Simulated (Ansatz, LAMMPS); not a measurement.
# Force difference against the radius of support functions in Li+ BF4- in ethylene carbonate and dimethyl sulfoxide and propylene carbonate at 380 K (188 atoms)

Density of this cell: 1.24 g/cm³. The cell holds 188 atoms: 44 C, 34 O, 76 H, 4 S, 5 B, 20 F and 5 Li. Cell: a = 13.287 Å, b = 13.287 Å, c = 13.287 Å, α = 90.0°, β = 90.0°, γ = 90.0°. 4 ethylene carbonate, 4 dimethyl sulfoxide, 6 propylene carbonate, 5 Li+, 5 BF4- placed at random, at 1.24 g/cm³; overlaps pushed apart, then 10 ps at 550 K with stiff harmonic cages for PF6 and BF4 with UFF radii; Joung-Cheatham ions (J. Phys. Chem. B 112, 9020 (2008)); MMFF94 bonds, angles, torsions, charges and radii (Halgren, J. Comput. Chem. 17, 490 (1996)) in harmonic and 12-6 forms; charges of ions scaled by 0.8. Snapshot after 30 ps at 380 K and fixed volume.

Calculated with Ansatz 0.2.0: Kohn-Sham DFT, PBE+D3(BJ), PAW (set soft_2), localised support functions (medium), with the radius typed; the reference is Kohn-Sham DFT, PBE+D3(BJ), PAW (set soft_2), plane waves, cutoff 750 eV, Γ point, fixed occupations, with an r.m.s. force component of 1.08 eV/Å.

| radius (Å) | r.m.s. force difference (meV/Å) | time |
| --- | --- | --- |
| 3.45 | 0.794 | 86 s |
| 3.74 | 0.712 | 96 s |
| 3.99 | 0.703 | 1.9 min |
| 4.27 | ? | ? |
| 4.81 | 0.698 | 3.3 min |
| 5.34 | 0.695 | 5.1 min |

Task: Fit a power law of the radius to the rows given and interpolate to the withheld row.

**Working.**

A power law y = A x^b is a line in u = ln x and v = ln y.

| u = ln x | v = ln y |
| --- | --- |
| 1.23837 | -0.230672 |
| 1.31909 | -0.339677 |
| 1.38379 | -0.352398 |
| 1.57070 | -0.359536 |
| 1.67523 | -0.363843 |

With n = 5: mean u = 1.43743, mean v = -0.329225, Σ(u − ū)² = 0.13081, Σ(u − ū)(v − v̄) = -0.029409. Slope b = -0.029409 / 0.13081 = -0.22482; intercept a = v̄ − b ū = -0.0060623.

At the withheld row u = 1.452, v = a + b u = -0.3324, and y = exp(v).

Prediction at 4.27: 0.7172 meV/Å. The run gave 0.7 meV/Å, so the fit is high by 0.017 meV/Å (2.5 % of the value).

The fitted exponent is -0.22. Between neighbouring rows, the withheld one included, the exponents are -1.4, -0.20, -0.063, -0.024 and -0.041, so one power law doesn't hold over the range: the values level off at a floor. Among the rows given, the largest relative miss of the fit is at 3.45, by 0.042 meV/Å (5.2 %).

Limits: The difference holds the reference's own basis error, which sets a floor under it.

[Hosts, paths, dates, database ids (printed as entryN), source tags and the programs' standing remarks are cut or masked in the printed files.]

[The MMFF94 radii named for the starting cell were scaled by 0.96; in molecules described by MMFF94, hydrogen bound to N, O or S took a small fixed 12-6 site in their place.]
